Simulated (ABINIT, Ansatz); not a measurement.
## Converging GW for BN (P6_3/mmc) in ABINIT

What does each rung of G0W0 on BN (P6_3/mmc) cost, and what does it buy?

Method: PBE and many-body steps on it, plane waves, in ABINIT 10.8.3.

**1. The structure**

The structure is hexagonal, space group P6_3/mmc (No. 194). The conventional cell has a = 2.504 Å, b = 2.504 Å, c = 6.661 Å, α = 90.00°, β = 90.00°, γ = 120.00°. Nearest to B lie 3 N at 1.45 Å. Nearest to N lie 3 B at 1.45 Å. Farther neighbours and most contacts between anions are not listed.

As a file:

```cif
data_structure
_symmetry_space_group_name_H-M 'P 1'
_symmetry_Int_Tables_number 1
_cell_length_a 2.5040
_cell_length_b 2.5040
_cell_length_c 6.6612
_cell_angle_alpha 90.000
_cell_angle_beta 90.000
_cell_angle_gamma 120.000
_cell_volume 36.17
loop_
_atom_site_label
_atom_site_type_symbol
_atom_site_fract_x
_atom_site_fract_y
_atom_site_fract_z
_atom_site_occupancy
B1 B 0.33333 0.66667 0.25000 1
B2 B 0.66667 0.33333 0.75000 1
N3 N 0.33333 0.66667 0.75000 1
N4 N 0.66667 0.33333 0.25000 1
```

The cell and positions come from the Crystallography Open Database and are kept as given unless a step says otherwise.

**2. Empty states on the mesh, 6×6×4 mesh, 340 bands**

This step: ABINIT 10.8.3; DFT, PBE, plane waves, norm-conserving pseudopotentials.

The sums over transitions need many empty states on a uniform mesh; this step solves for them.

The input, run.abi:

```
acell 3*1.0 Angstrom
rprim 
  2.503989999987 0.000000000003 0.000000000000
  -1.251994999996 2.168518950810 0.000000000000
  0.000000000000 0.000000000000 6.661200000000
ntypat 2
znucl 5 7
natom 4
typat 1 1 2 2
xred 
  0.333333333333 0.666666666667 0.250000000000
  0.666666666667 0.333333333333 0.750000000000
  0.333333333333 0.666666666667 0.750000000000
  0.666666666667 0.333333333333 0.250000000000
pp_dirpath "pseudos"
pseudos "B.upf, N.upf"
ecut 36
ngkpt 6 6 4
nshiftk 1
shiftk 0 0 0
kptopt 1
chksymbreak 0
irdden 1
istwfk *1
nband 340
prtvol 0
optdriver 6
gwr_task "HDIAGO"
paral_kgb 0
occopt 1
indata_prefix "in"
outdata_prefix "out"
tmpdata_prefix "tmp"
```

Command:

```sh
$ OMP_NUM_THREADS=1 mpirun -n 8 abinit run.abi > log
```

What it wrote:

```text
.Version 10.8.3 of ABINIT. v10.8.2 released Aug 2026.

 Symmetries : space group P6_3/m m c (#194); Bravais hP (primitive hexag.)
[... echo of the input left out ...]
== DATASET  1 ==================================================================
-   mpi_nproc: 8, omp_nthreads: 1 (-1 if OMP is not activated)

--- !DatasetInfo
iteration_state: {dtset: 1, }
dimensions: {natom: 4, nkpt: 21, mband: 340, nsppol: 1, nspinor: 1, nspden: 1, mpw: 2542, }
cutoff_energies: {ecut:  36.0, pawecutdg:  -1.0, }
[...]
Indirect band gap semiconductor
 Fundamental gap:     4.314 (eV)
   VBM:     2.782 (eV) at k: [ 3.3333E-01,  3.3333E-01,  5.0000E-01]
   CBM:     7.096 (eV) at k: [ 5.0000E-01,  0.0000E+00,  0.0000E+00]
 Direct gap:         4.670 (eV) at k: [ 3.3333E-01,  3.3333E-01,  5.0000E-01]

== END DATASET(S) ==============================================================
================================================================================

 -outvars: echo values of variables after computation  --------
           etotal      0.0000000000E+00
            nband         340
             nkpt          21
          spgroup         194
 [... the other variables as echoed above ...]

 Calculation completed.
```

Elapsed: 69 s, on 8 MPI ranks of Intel Xeon Platinum 8375C at 2.90GHz (Ice Lake), shared host; peak memory 3.3 GiB.

Numbers from this step:

| Item | Value |
| --- | --- |
| gap | 4.314 eV |
| k of the valence top | 0.3333, 0.3333, 0.5 |
| k of the conduction bottom | 0.5, 0, 0 |
| least direct gap | 4.670 eV |
| k points computed | 21 |
| lowest point of the top converged band, above the valence top | 234.9443 eV |

On this mesh the gap is 4.314 eV.

The density comes from a self-consistent run that is not shown.

**3. Screening, 6×6×4 mesh, 48 bands, screening to 114.3 eV**

The RPA dielectric matrix is built and inverted for each q.

This step: RPA screening on PBE, plane waves, norm-conserving pseudopotentials.

Edit run.abi of step 2 so:

```diff
@@ -22,10 +22,11 @@
 chksymbreak 0
-irdden 1
 istwfk *1
-nband 340
-prtvol 0
-optdriver 6
-gwr_task "HDIAGO"
-paral_kgb 0
 occopt 1
+irdwfk 1
+optdriver 3
+nband 48
+ecuteps 4.2
+inclvkb 2
+awtr 1
+symchi 1
 indata_prefix "in"
```

What it wrote:

```text
.Version 10.8.3 of ABINIT. v10.8.2 released Aug 2026.

 Symmetries : space group P6_3/m m c (#194); Bravais hP (primitive hexag.)
[... echo of the input left out ...]
== DATASET  1 ==================================================================
-   mpi_nproc: 8, omp_nthreads: 1 (-1 if OMP is not activated)

--- !DatasetInfo
iteration_state: {dtset: 1, }
dimensions: {natom: 4, nkpt: 21, mband: 48, nsppol: 1, nspinor: 1, nspden: 1, mpw: 2542, }
cutoff_energies: {ecut:  36.0, pawecutdg:  -1.0, }
electrons: {nelect:   1.60000000E+01, charge:   0.00000000E+00, occopt:   1.00000000E+00, tsmear:   1.00000000E-02, }

 SCREENING: Calculation of the susceptibility and dielectric matrices

 Based on a program developped by R.W. Godby, V. Olevano, G. Onida, and L. Reining.
 Incorporated in ABINIT by V. Olevano, G.-M. Rignanese, and M. Torrent.
.Using double precision arithmetic ; gwpc =  8

[... cell and pseudopotentials left out ...]
--------------------------------------------------------------------------------

 ==== K-mesh for the wavefunctions ====
 Number of points in the irreducible wedge :    21
[... list of points left out ...]
 Together with 24 symmetry operations and time-reversal symmetry
 yields   144 points in the full Brillouin Zone.

 ==== Q-mesh for the screening function ====
 Number of points in the irreducible wedge :    21
[... list of points left out ...]
 Together with 24 symmetry operations and time-reversal symmetry
 yields   144 points in the full Brillouin Zone.

 setmesh: FFT mesh size selected  =    18x   18x   48
          total number of points  =        15552

 vcoul_init : cutoff-mode = AUXILIARY_FUNCTION
 q-points for optical limit:   1
     1)      0.000010    0.000020    0.000030

- screening: taking advantage of time-reversal symmetry
- Maximum band index for partially occupied states nbvw = 8
- Remaining bands to be divided among processors   nbcw = 40
- Number of bands treated by each node ~5

 Number of electrons calculated from density =   16.0000; Expected =   16.0000
 average of density, n =  0.065550
 r_s =    1.5386
 omega_plasma =   24.6969 [eV]

 calculating chi0 at frequencies [eV] :
  1    0.000000E+00    0.000000E+00
  2    0.000000E+00    2.469694E+01

--------------------------------------------------------------------------------
  q-point number  1        q = ( 0.000000, 0.000000, 0.000000) [r.l.u.]
--------------------------------------------------------------------------------
[... chi0 elements left out ...]
 For q-point:  0.000010 0.000020 0.000030
  dielectric constant =   4.2534
  dielectric constant without local fields =   4.5422

  Average fulfillment of the sum rule on Im[epsilon] for q-point    1 :     67.04  [%]
[... wings left out ...]
  q-point number  2        q = ( 0.166667, 0.000000, 0.000000) [r.l.u.]
--------------------------------------------------------------------------------
[... chi0 elements left out ...]
  Average fulfillment of the sum rule on Im[epsilon] for q-point    2 :     79.79  [%]

 [... 19 further q-points ...]
```

Wall time 54 s (8 MPI ranks); peak memory 1.3 GiB.

This step gave:

```
ε∞ with local fields, on this mesh, along the program's q direction : 4.253
the same without local fields                                       : 4.542
plasma frequency                                                    : 24.70 eV
plane waves in the screening matrix                                 : 95
```

Local fields lower ε∞ by 6 %. On a Γ-centred mesh this coarse the value itself is usually too large, while a short band sum pulls it down.

**4. 48 bands, 114.3 eV**

The self-energy is evaluated for the states that the input lists, and the levels follow from it, in one-shot runs by the linearised quasiparticle equation.

This step: G0W0 on PBE, plane waves, norm-conserving pseudopotentials.

Edit run.abi of step 3 so:

```diff
@@ -25,8 +25,19 @@
 irdwfk 1
-optdriver 3
+optdriver 4
 nband 48
+gwcalctyp 0
+ecutsigx 36
+symsigma 1
+nkptgw 3
+kptgw 
+  0.3333333333 0.3333333333 0.5000000000
+  0.5000000000 0.0000000000 0.0000000000
+  0.0000000000 0.0000000000 0.0000000000
+bdgw 
+  7 10
+  7 10
+  7 10
 ecuteps 4.2
-inclvkb 2
-awtr 1
-symchi 1
+irdscr 1
+ppmodel 1
 indata_prefix "in"
```

What it wrote:

```text
.Version 10.8.3 of ABINIT. v10.8.2 released Aug 2026.

 Symmetries : space group P6_3/m m c (#194); Bravais hP (primitive hexag.)
[... echo of the input left out ...]
== DATASET  1 ==================================================================
-   mpi_nproc: 8, omp_nthreads: 1 (-1 if OMP is not activated)

--- !DatasetInfo
iteration_state: {dtset: 1, }
dimensions: {natom: 4, nkpt: 21, mband: 48, nsppol: 1, nspinor: 1, nspden: 1, mpw: 2542, }
cutoff_energies: {ecut:  36.0, pawecutdg:  -1.0, }
electrons: {nelect:   1.60000000E+01, charge:   0.00000000E+00, occopt:   1.00000000E+00, tsmear:   1.00000000E-02, }

 SIGMA: Calculation of the GW corrections

 Based on a program developped by R.W. Godby, V. Olevano, G. Onida, and L. Reining.
 Incorporated in ABINIT by V. Olevano, G.-M. Rignanese, and M. Torrent.
.Using double precision arithmetic ; gwpc =  8

[... cell and pseudopotentials left out ...]
--------------------------------------------------------------------------------

 ==== K-mesh for the wavefunctions ====
 Number of points in the irreducible wedge :    21
[... list of points left out ...]
 Together with 24 symmetry operations and time-reversal symmetry
 yields   144 points in the full Brillouin Zone.

 ==== Q-mesh for screening function ====
 Number of points in the irreducible wedge :    21
[... list of points left out ...]
 Together with 24 symmetry operations and time-reversal symmetry
 yields   144 points in the full Brillouin Zone.

 vcoul_init : cutoff-mode = AUXILIARY_FUNCTION
 q-points for optical limit:   1
     1)      0.000010    0.000020    0.000030
 setmesh: FFT mesh size selected  =    24x   24x   72
          total number of points  =        41472

 Number of electrons calculated from density =   16.0000; Expected =   16.0000
 average of density, n =  0.065550
 r_s =    1.5386
 omega_plasma =   24.6969 [eV]

 === KS Band Gaps ===
  >>>> For spin  1
   Minimum direct gap =   4.6696 [eV], located at k-point      :   0.3333  0.3333  0.5000
   Fundamental gap    =   4.3142 [eV], Top of valence bands at :   0.3333  0.3333  0.5000
                                       Bottom of conduction at :   0.5000  0.0000  0.0000
 SIGMA fundamental parameters:
 PLASMON POLE MODEL  1
 number of plane-waves for SigmaX                 2481
 number of plane-waves for SigmaC and W             95
 number of plane-waves for wavefunctions          2481
 number of bands                                    48
 number of independent spin polarizations            1
 number of spinorial components                      1
 number of k-points in IBZ                          21
 number of q-points in IBZ                          21
 number of symmetry operations                      24
 number of k-points in BZ                          144
 number of q-points in BZ                          144
 number of frequencies for dSigma/dE                 9
 frequency step for dSigma/dE [eV]                0.25
 number of omega for Sigma on real axis              0
 max omega for Sigma on real axis  [eV]           0.00
 zcut for avoiding poles [eV]                     0.10

 EPSILON^-1 parameters (SCR file):
 dimension of the eps^-1 matrix on file             95
 dimension of the eps^-1 matrix used                95
 number of plane-waves for wavefunctions          2481
 number of bands                                    48
 number of q-points in IBZ                          21
 number of frequencies                               2
 number of real frequencies                          1
 number of imag frequencies                          1

 matrix elements of self-energy operator (all in [eV])

 Perturbative Calculation

--- !SelfEnergy_ee
iteration_state: {dtset: 1, }
kpoint     : [   0.333,    0.333,    0.500, ]
spin       : 1
KS_gap     :    4.670
QP_gap     :    6.169
Delta_QP_KS:    1.500
data: !SigmaeeData |
     Band     E0 <VxcDFT>   SigX SigC(E0)      Z dSigC/dE  Sig(E)    E-E0       E
        7   2.782 -16.630 -19.896   2.865   0.811  -0.234 -16.955  -0.325   2.457
        8   2.782 -16.630 -19.896   2.865   0.811  -0.234 -16.955  -0.325   2.457
        9   7.451 -10.920  -5.627  -3.886   0.835  -0.198  -9.745   1.175   8.626
       10   7.451 -10.920  -5.627  -3.886   0.835  -0.198  -9.745   1.175   8.626

--- !SelfEnergy_ee
iteration_state: {dtset: 1, }
kpoint     : [   0.500,    0.000,    0.000, ]
spin       : 1
KS_gap     :    4.750
QP_gap     :    6.180
Delta_QP_KS:    1.430
data: !SigmaeeData |
     Band     E0 <VxcDFT>   SigX SigC(E0)      Z dSigC/dE  Sig(E)    E-E0       E
        7   1.355 -14.859 -18.586   2.921   0.810  -0.235 -15.512  -0.653   0.702
        8   2.345 -16.389 -19.872   2.985   0.809  -0.236 -16.791  -0.402   1.943
[...]
--- !SelfEnergy_ee
iteration_state: {dtset: 1, }
kpoint     : [   0.000,    0.000,    0.000, ]
spin       : 1
KS_gap     :    6.581
QP_gap     :    7.511
Delta_QP_KS:    0.930
data: !SigmaeeData |
     Band     E0 <VxcDFT>   SigX SigC(E0)      Z dSigC/dE  Sig(E)    E-E0       E
[...]
8   1.476 -18.428 -22.714   3.714   0.816  -0.225 -18.894  -0.466   1.010
        9   8.056  -8.607  -4.485  -3.580   0.856  -0.168  -8.143   0.464   8.521
       10  13.045 -13.671  -7.109  -4.394   0.809  -0.235 -11.917   1.754  14.799

== END DATASET(S) ==============================================================
================================================================================

 -outvars: echo values of variables after computation  --------
           etotal      0.0000000000E+00
            nband          48
             nkpt          21
          spgroup         194
 [... the other variables as echoed above ...]

 Calculation completed.
```

Elapsed: 8.4 s, on 8 MPI ranks; peak memory 1.1 GiB.

Numbers from this step:

```
G0W0 gap on the points computed              : 5.667 eV
starting gap on the mesh                     : 4.314 eV
k of the valence top                         : 0.3333, 0.3333, 0.5
k of the conduction bottom                   : 0.5, 0, 0
Z at the valence top                         : 0.811
Z at the conduction bottom                   : 0.842
least direct G0W0 gap on the computed points : 6.169 eV
```

The gap on the mesh goes from 4.31 eV to 5.67 eV, a correction of +1.35 eV.

**5. Screening, 6×6×4 mesh, 140 bands, screening to 212.2 eV**

This step: RPA screening on PBE, plane waves, norm-conserving pseudopotentials.

Edit run.abi of step 4 so:

```diff
@@ -25,19 +25,8 @@
 irdwfk 1
-optdriver 4
-nband 48
-gwcalctyp 0
-ecutsigx 36
-symsigma 1
-nkptgw 3
-kptgw 
-  0.3333333333 0.3333333333 0.5000000000
-  0.5000000000 0.0000000000 0.0000000000
-  0.0000000000 0.0000000000 0.0000000000
-bdgw 
-  7 10
-  7 10
-  7 10
-ecuteps 4.2
-irdscr 1
-ppmodel 1
+optdriver 3
+nband 140
+ecuteps 7.8
+inclvkb 2
+awtr 1
+symchi 1
 indata_prefix "in"
```

What it wrote:

```text
.Version 10.8.3 of ABINIT. v10.8.2 released Aug 2026.

 Symmetries : space group P6_3/m m c (#194); Bravais hP (primitive hexag.)
[... echo of the input left out ...]
== DATASET  1 ==================================================================
-   mpi_nproc: 8, omp_nthreads: 1 (-1 if OMP is not activated)

--- !DatasetInfo
iteration_state: {dtset: 1, }
dimensions: {natom: 4, nkpt: 21, mband: 140, nsppol: 1, nspinor: 1, nspden: 1, mpw: 2542, }
cutoff_energies: {ecut:  36.0, pawecutdg:  -1.0, }
electrons: {nelect:   1.60000000E+01, charge:   0.00000000E+00, occopt:   1.00000000E+00, tsmear:   1.00000000E-02, }

 SCREENING: Calculation of the susceptibility and dielectric matrices

 Based on a program developped by R.W. Godby, V. Olevano, G. Onida, and L. Reining.
 Incorporated in ABINIT by V. Olevano, G.-M. Rignanese, and M. Torrent.
.Using double precision arithmetic ; gwpc =  8

[... cell and pseudopotentials left out ...]
--------------------------------------------------------------------------------

 ==== K-mesh for the wavefunctions ====
 Number of points in the irreducible wedge :    21
[... list of points left out ...]
 Together with 24 symmetry operations and time-reversal symmetry
 yields   144 points in the full Brillouin Zone.

 ==== Q-mesh for the screening function ====
 Number of points in the irreducible wedge :    21
[... list of points left out ...]
 Together with 24 symmetry operations and time-reversal symmetry
 yields   144 points in the full Brillouin Zone.

 setmesh: FFT mesh size selected  =    15x   15x   50
          total number of points  =        11250

 vcoul_init : cutoff-mode = AUXILIARY_FUNCTION
 q-points for optical limit:   1
     1)      0.000010    0.000020    0.000030

- screening: taking advantage of time-reversal symmetry
- Maximum band index for partially occupied states nbvw = 8
- Remaining bands to be divided among processors   nbcw = 132
- Number of bands treated by each node ~16

 Number of electrons calculated from density =   16.0000; Expected =   16.0000
 average of density, n =  0.065550
 r_s =    1.5386
 omega_plasma =   24.6969 [eV]

 calculating chi0 at frequencies [eV] :
  1    0.000000E+00    0.000000E+00
  2    0.000000E+00    2.469694E+01

--------------------------------------------------------------------------------
  q-point number  1        q = ( 0.000000, 0.000000, 0.000000) [r.l.u.]
--------------------------------------------------------------------------------
[... chi0 elements left out ...]
 For q-point:  0.000010 0.000020 0.000030
  dielectric constant =   4.2249
  dielectric constant without local fields =   4.5500

  Average fulfillment of the sum rule on Im[epsilon] for q-point    1 :     89.76  [%]
[... wings left out ...]
  q-point number  2        q = ( 0.166667, 0.000000, 0.000000) [r.l.u.]
--------------------------------------------------------------------------------
[... chi0 elements left out ...]
  Average fulfillment of the sum rule on Im[epsilon] for q-point    2 :     93.88  [%]

 [... 19 further q-points ...]
```

It took 2.7 min on 8 MPI ranks; peak memory 1.6 GiB.

Numbers from this step:

```yaml
eps_infinity_with_local_fields_on_this_mesh_along_the_program_s_q_direction: 4.225
the_same_without_local_fields: 4.55
plasma_frequency: 24.70 eV
plane_waves_in_the_screening_matrix: 225
```

(Part 1 of 2 ends here.)

[Paths, hosts, dates, memory and timing lines, banners, echoed tables and standing remarks are left out of the program output.]

[Logs are printed without paths, hosts, clocks, repeated set-up lines and the standing remarks that a program may print on its own settings, such as how far it seeks lower states.]

[Runs of the session that timed out or met a known fault of the program may be left out.]

[No measured gap is set beside runs whose start may be inverted or whose files or cutoffs have a known fault.]

[Hosts, paths, dates, database ids (printed as entryN), source tags and the programs' standing remarks are cut or masked in the printed files.]

[G0W0 gaps are taken among the corrected bands and points alone; a level outside them can change the order at an edge.]

[Where Ansatz stands beside ABINIT at settings called matched, ABINIT's density can come from a denser mesh and the files from another edition; pairs whose starting gaps differed by over 0.03 eV were left out, so agreement reads better than it is.]
